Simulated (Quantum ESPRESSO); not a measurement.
**CsCaH3 (Pm-3m): zone-centre phonons**

Which modes does CsCaH3 (Pm-3m) have at the zone centre?

Calculated with Quantum ESPRESSO 7.5; DFT LDA, scalar-relativistic, plane waves, PseudoDojo norm-conserving pseudopotentials.

Report form: the programs' logs are mostly left out.

## Step 1: Set-up

It takes space group Pm-3m (No. 221, cubic). Conventional cell: a = 4.621 Å, b = 4.621 Å, c = 4.621 Å, α = 90.00°, β = 90.00°, γ = 90.00°. Cs has 12 H at 3.27 Å nearest. Ca has 6 H at 2.31 Å nearest. Nearest to H lie 2 Ca at 2.31 Å and 8 H at 3.27 Å and 4 Cs at 3.27 Å. Farther neighbours are not listed.

Structure file:

```
CELL_PARAMETERS angstrom
4.62119 0.00000 0.00000
0.00000 4.62119 0.00000
0.00000 0.00000 4.62119
ATOMIC_POSITIONS crystal
Cs 0.00000 0.00000 0.00000
Ca 0.50000 0.50000 0.50000
H 0.50000 0.00000 0.50000
H 0.00000 0.50000 0.50000
H 0.50000 0.50000 0.00000
```

## Step 2: A probe with smearing

A cheap run with smearing and empty bands tells whether the crystal has a gap, which decides between fixed occupations and smearing later on.

probe.in

```
&CONTROL
  calculation = 'scf'
  prefix      = 'x'
  outdir      = './tmp'
  pseudo_dir  = './pseudo'
  tprnfor     = .true.
  tstress     = .true.
  verbosity   = 'high'
/
&SYSTEM
  ibrav       = 1
  celldm(1)   = 8.73277591
  nat         = 5
  ntyp        = 3
  ecutwfc     = 81.0
  occupations = 'smearing'
  smearing    = 'gaussian'
  degauss     = 0.01
/
&ELECTRONS
  conv_thr         = 1.0d-07
  mixing_beta      = 0.7
  electron_maxstep = 100
/
ATOMIC_SPECIES
 Cs    132.9055  Cs.upf
 Ca     40.0780  Ca.upf
 H       1.0080  H.upf
ATOMIC_POSITIONS crystal
 Cs     0.000000000   0.000000000   0.000000000
 Ca     0.500000000   0.500000000   0.500000000
 H      0.500000000   0.000000000   0.500000000
 H      0.000000000   0.500000000   0.500000000
 H      0.500000000   0.500000000   0.000000000
K_POINTS automatic
 4 4 4 0 0 0
```

Run with:

```
OMP_NUM_THREADS=1 mpirun -n 4 pw.x -nk 4 -in probe.in > probe.out
```

It took 8.5 s on 4 MPI ranks of Intel Xeon at 2.70GHz, shared host.

Numbers from this step:

| Property | Result |
| --- | --- |
| volume per atom | 19.74 Å³ |
| pressure | -2.390 GPa |
| gap on the k-mesh | 2.811 eV |

A gap of 2.8 eV opens on this mesh, so the crystal is taken as an insulator; the start stands at -2.4 GPa.

## Step 3: Relaxation

The relaxation runs at a cutoff a fifth above that of the response, since stress converges more slowly with the basis than frequencies do. Forces and stress are brought to rest with tight thresholds.

relax.in

```
&CONTROL
  calculation   = 'vc-relax'
  prefix        = 'x'
  outdir        = './tmp'
  pseudo_dir    = './pseudo'
  tprnfor       = .true.
  tstress       = .true.
  forc_conv_thr = 2.0d-05
  etot_conv_thr = 1.0d-07
  nstep         = 40
/
&SYSTEM
  ibrav       = 1
  celldm(1)   = 8.73277591
  nat         = 5
  ntyp        = 3
  ecutwfc     = 97
  occupations = 'fixed'
  nbnd        = 13
/
&ELECTRONS
  conv_thr         = 1.0d-11
  mixing_beta      = 0.7
  electron_maxstep = 100
/
&IONS
/
&CELL
  press_conv_thr = 0.2
/
ATOMIC_SPECIES
 Cs    132.9055  Cs.upf
 Ca     40.0780  Ca.upf
 H       1.0080  H.upf
ATOMIC_POSITIONS crystal
 Cs     0.000000000   0.000000000   0.000000000
 Ca     0.500000000   0.500000000   0.500000000
 H      0.500000000   0.000000000   0.500000000
 H      0.000000000   0.500000000   0.500000000
 H      0.500000000   0.500000000   0.000000000
K_POINTS automatic
 4 4 4 0 0 0
```

Run with:

```
OMP_NUM_THREADS=1 mpirun -n 4 pw.x -nk 4 -in relax.in > relax.out
```

It took 70 s on 4 MPI ranks; 4.6 min of CPU time.

Relaxation path:

```csv
step,energy less that of the first step (eV),largest force (eV/Å),pressure (GPa),volume (Å³)
1,0.0000,0.0000,-2.38,98.69
2,-0.0169,0.0000,-2.15,97.49
3,-0.0386,0.0000,-1.77,95.72
4,-0.0625,0.0000,-1.14,93.10
5,-0.0770,0.0000,-0.04,89.26
6,-0.0770,0.0000,0.00,89.13
7,-0.0770,0.0000,0.00,89.14
8,-0.0769,0.0000,0.00,89.14
```

```csv
"conventional cell, symmetrised",before,after,change
a (Å),4.621,4.467,-3.3 %
b (Å),4.621,4.467,-3.3 %
c (Å),4.621,4.467,-3.3 %
volume (Å³/atom),19.74,17.83,-9.7 %
```

Final coordinates:

```
CELL_PARAMETERS angstrom
4.46709 0.00000 0.00000
0.00000 4.46709 0.00000
0.00000 0.00000 4.46709
ATOMIC_POSITIONS crystal
Cs 0.00000 0.00000 0.00000
Ca 0.50000 0.50000 0.50000
H 0.50000 0.00000 0.50000
H 0.00000 0.50000 0.50000
H 0.50000 0.50000 0.00000
```

The last row of the table of steps is pw.x's closing run on a basis chosen anew for the final cell, so its energy can jump.

Numbers from this step:

* volume per atom: 17.83 Å³
* pressure: 0.001 GPa
* gap on the k-mesh: 2.667 eV

The volume changes by -9.7 % from the cell with which this run began.

## Step 4: Self-consistent run for the response

Perturbation theory inherits every error of the wavefunctions, so the threshold is set near the limit of the arithmetic. With a gap, occupations are fixed, which also allows the response to an electric field.

scf.in

```
&CONTROL
  calculation = 'scf'
  prefix      = 'x'
  outdir      = './tmp'
  pseudo_dir  = './pseudo'
  tprnfor     = .true.
  tstress     = .true.
/
&SYSTEM
  ibrav       = 1
  celldm(1)   = 8.4415709
  nat         = 5
  ntyp        = 3
  ecutwfc     = 81.0
  occupations = 'fixed'
  nbnd        = 13
/
&ELECTRONS
  conv_thr         = 1.0d-12
  mixing_beta      = 0.7
  electron_maxstep = 100
/
ATOMIC_SPECIES
 Cs    132.9055  Cs.upf
 Ca     40.0780  Ca.upf
 H       1.0080  H.upf
ATOMIC_POSITIONS crystal
 Cs     0.000000000   0.000000000   0.000000000
 Ca     0.500000000   0.500000000   0.500000000
 H      0.500000000   0.000000000   0.500000000
 H      0.000000000   0.500000000   0.500000000
 H      0.500000000   0.500000000   0.000000000
K_POINTS automatic
 4 4 4 0 0 0
```

Run with:

```
OMP_NUM_THREADS=1 mpirun -n 4 pw.x -nk 4 -in scf.in > scf.out
```

The job ended after 11 s (4 MPI ranks; 41 s of CPU time).

Numbers from this step:

```yaml
pressure: 0 GPa
```

The cell stands at 0 GPa, close enough for phonons.

## Step 5: Linear response at Γ

At q = 0 one unit cell holds all displacements; symmetry groups them into irreducible representations that are solved one by one. The response to a field gives ε∞ and the Born charges, which polar modes need.

ph.in

```
phonons
&INPUTPH
  prefix = 'x'
  outdir = './tmp'
  fildyn = 'g.dyn'
  tr2_ph = 1.0d-18
  epsil  = .true.
/
0.000000000000 0.000000000000 0.000000000000
```

Run with:

```
OMP_NUM_THREADS=1 mpirun -n 4 ph.x -nk 4 -in ph.in > ph.out
```

It took 4 min on 4 MPI ranks; 16 min of CPU time.

Numbers from this step:

```yaml
miss_of_the_charge_sum_rule: 0.01967 e
largest_acoustic_frequency_at_the_zone_centre_before_the_sum_rule: -1.08 cm⁻¹
highest_optical_zone_centre_mode_no_lo_to_term: 1110 cm⁻¹
lowest_optical_zone_centre_mode: 117.3 cm⁻¹
mean_high_frequency_dielectric_constant: 3.888
largest_born_charge_in_size_third_of_the_trace: 1.930 e
```

Born charge (rows field, columns displacement), before the sum rule (e), principal values of the symmetric part by kind of site:

```csv
atom,atoms with these values,low,middle,high,mean
Cs1,1,1.09,1.09,1.09,1.09
Ca2,1,1.93,1.93,1.93,1.93
H3,3,-1.10,-0.97,-0.97,-1.01
```

In full for Ca2:

```
1.93 0.00 0.00
0.00 1.93 0.00
0.00 0.00 1.93
```

High-frequency dielectric tensor:

```
3.89 0.00 0.00
0.00 3.89 0.00
0.00 0.00 3.89
```

The acoustic modes at Γ come out as far as 1.1 cm⁻¹ from zero, where they should vanish, a small numerical error; the Born charges miss their sum rule by 0.020 e, which is good.

## Step 6: Modes with the sum rule

A rigid shift of the crystal must cost nothing, but grids and finite bases break this; the acoustic sum rule is imposed before the matrix is diagonalised again. With Born charges the intensities follow, and the static dielectric tensor.

dynmat.in

```
&INPUT
  fildyn = 'g.dyn'
  asr    = 'simple'
  fileig = 'dynmat.eig'
  lperm  = .true.
/
```

Run with:

```
dynmat.x -in dynmat.in > dynmat.out
```

Elapsed: 0.71 s, on 1 thread.

Read from the output:

```
mean static dielectric constant : 9.941
```

Unit eigenvectors of the mass-weighted matrix after the sum rule; no LO-TO term. The modes at Γ (shares of kinetic energy by element, %):

```csv
mode,frequency (cm⁻¹),symmetry,Cs %,Ca %,H %
1,0.0,acoustic,76,23,2
2,0.0,acoustic,76,23,2
3,0.0,acoustic,76,23,2
4,117.3,T1u,24,73,2
5,117.3,T1u,24,73,2
6,117.3,T1u,24,73,2
7,432.3,T2u,0,0,100
8,432.3,T2u,0,0,100
9,432.3,T2u,0,0,100
10,460.8,T1u,0,2,98
11,460.8,T1u,0,2,98
12,460.8,T1u,0,2,98
13,1110.3,T1u,0,2,98
14,1110.3,T1u,0,2,98
15,1110.3,T1u,0,2,98
```

Displacements in mode 5 (117.3 cm⁻¹), the largest set to 1:
```
Cs1  0.00  0.00 -0.32
Ca2  0.01  0.00  1.00
H3   0.01  0.00  0.53
H4   0.01  0.00  0.53
H5   0.01  0.00  0.87
```

Displacements in mode 9 (432.3 cm⁻¹), the largest set to 1:
```
Cs1  0.00  0.00  0.00
Ca2  0.00  0.00  0.00
H3   1.00  0.00 -0.36
H4   0.00 -0.36  0.36
H5  -1.00  0.36  0.00
```

Degenerate modes summed, no LO-TO term. Infrared lines, with heights relative to the strongest:

```csv
position (cm⁻¹),lines merged,label,"IR intensity, relative"
117,3,T1u,0.1
432,3,T2u,0.0
461,3,T1u,100
1110,3,T1u,50
```

Static dielectric tensor (ions relaxed, fixed cell):

```
9.94 0.00 0.00
0.00 9.94 0.00
0.00 0.00 9.94
```

The rule moves no optical mode by more than 0.1 cm⁻¹.

## Step 7: Sum rules set otherwise: a sum rule for molecules or wires on a crystal

This rule also removes rotations, which suits molecules and not a crystal; it is tried to see the harm.

dynmat.in

```
&INPUT
  fildyn = 'g.dyn'
  asr    = 'zero-dim'
  fileig = 'dynmat.eig'
  lperm  = .true.
/
```

Run with:

```
dynmat.x -in dynmat.in > dynmat.out
```

Run time: 0.67 s. Hardware: 1 thread.

The run ended normally, but on settings that are not sound.

The fault: a sum rule for molecules or wires on a crystal; 3 optical modes are projected out to zero frequency, as if they were rotations.

For a crystal the rule has to be 'simple' or 'crystal'.

Zone-centre frequencies as printed; negative means imaginary. Modes:

```csv
mode,frequency (cm⁻¹)
1,0
2,0
3,0
4,0
5,0
6,0
7,117.3
8,458.3
9,458.3
10,460.8
11,473.5
12,473.5
13,1101
14,1101
15,1110
```

## Step 8: Modes along a direction of q (1 0 0)

A longitudinal polar mode sets up a macroscopic field that stiffens it; the term hangs on the direction from which q goes to zero.

dynmat.in

```
&INPUT
  fildyn = 'g.dyn'
  asr    = 'simple'
  fileig = 'dynmat.eig'
  q(1)   = 1.0
  q(2)   = 0.0
  q(3)   = 0.0
/
```

Run with:

```
dynmat.x -in dynmat.in > dynmat.out
```

Wall time 0.84 s (1 thread).

Read from the output:

```
highest mode moved by the LO-TO term : 1196 cm⁻¹
```

Zone-centre frequencies as printed; negative means imaginary. Modes:

```csv
mode,frequency (cm⁻¹)
1,0
2,0
3,0
4,117.3
5,117.3
6,118
7,432.3
8,432.3
9,432.3
10,460.8
11,460.8
12,680.5
13,1110
14,1110
15,1196
```

The field moves 3 modes; the highest of them now lies at 1196 cm⁻¹, where the highest that moved away lay at 1110.

## Step 9: Outcome

| Quantity | Value |
| --- | --- |
| space group after relaxation | Pm-3m |
| volume per atom | 17.8 Å³ |
| gap on the k-mesh | 2.67 eV |
| highest optical zone-centre mode (no LO-TO term) | 1110 cm⁻¹ |
| lowest optical zone-centre mode | 117.3 cm⁻¹ |
| highest mode moved by the LO-TO term | 1196 cm⁻¹ |
| mean high-frequency dielectric constant | 3.89 |
| largest Born charge in size (third of the trace) | 1.93 e |
| mean static dielectric constant | 9.94 |
| imaginary optical modes at the zone centre (no q mesh in this session) | none |

In words: At the LDA level the optical modes of CsCaH3 (Pm-3m) at the zone centre (no LO-TO term) run from 117 to 1110 cm⁻¹. Along the directions run, the highest mode that the macroscopic field moves lies at 1196 cm⁻¹. Lattice motion raises the mean dielectric constant from 3.888 to 9.941. Of the 12 optical modes, 9 are infrared active alone and 3 are silent. These are harmonic frequencies at zero temperature: anharmonic shifts and linewidths and thermal expansion are left out. Spin-orbit coupling is left out, which can matter for the heavy elements here. The structure comes from a database and need not be the phase that is stable at ambient conditions.

[Host names and launcher messages were left out of these logs when they were recorded.]

[Logs are printed without paths, hosts, clocks, repeated set-up lines and the standing remarks that a program may print on its own settings, such as how far it seeks lower states.]

[Hosts, paths, dates, database ids (printed as entryN), source tags and the programs' standing remarks are cut or masked in the printed files.]
